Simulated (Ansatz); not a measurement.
The compound is SrNbO3 (cubic perovskite) (Pm-3m).

```cif
data_structure
_symmetry_space_group_name_H-M 'P 1'
_symmetry_Int_Tables_number 1
_cell_length_a 3.9852
_cell_length_b 3.9852
_cell_length_c 3.9852
_cell_angle_alpha 90.000
_cell_angle_beta 90.000
_cell_angle_gamma 90.000
_cell_volume 63.29
loop_
_atom_site_label
_atom_site_type_symbol
_atom_site_fract_x
_atom_site_fract_y
_atom_site_fract_z
_atom_site_occupancy
Sr1 Sr 0.00000 0.00000 0.00000 1
Nb2 Nb 0.50000 0.50000 0.50000 1
O3 O 0.50000 0.50000 0.00000 1
O4 O 0.50000 0.00000 0.50000 1
O5 O 0.00000 0.50000 0.50000 1
```

The structure was relaxed with LDA. The structure type comes from a generator and need not be one that this composition takes. The structure was generated from a model, not taken from a measurement. The runs that relaxed it are not among those shown. The program's search for lower electronic states was switched off, so nothing shows that the state found is the lowest. PAW set soft_2, made with PBE.

A constrained-RPA run (Ansatz 0.2.0; non-magnetic LDA; Nb t2g + anion p, bands v10 to c2, 6×6×6 mesh, medium accuracy) builds 12 functions on bands 11 eV wide, with 19.0 electrons in the window. The bare on-site interaction is 12.7 eV and the bare J 0.54 eV.

**Question.** What U and J survive the screening?

On the Nb t2g shell, U = 4.75 eV (37 % of the bare value), U′ = 4.00 eV, J = 0.40 eV.

The parent state is non-magnetic and the interaction static (zero frequency); U depends on the window and the orbitals, so it belongs to this model alone. A window that holds the anion p bands defines a model with explicit ligands; its U belongs to that model and is not the U of DFT+U.

[Paths, hosts, dates, memory and timing lines, banners, echoed tables and standing remarks are left out of the program output.]

[Logs are printed without paths, hosts, clocks, repeated set-up lines and the standing remarks that a program may print on its own settings, such as how far it seeks lower states.]

[Runs of the session that timed out or met a known fault of the program may be left out.]

[Hosts, paths, dates, database ids (printed as entryN), source tags and the programs' standing remarks are cut or masked in the printed files.]
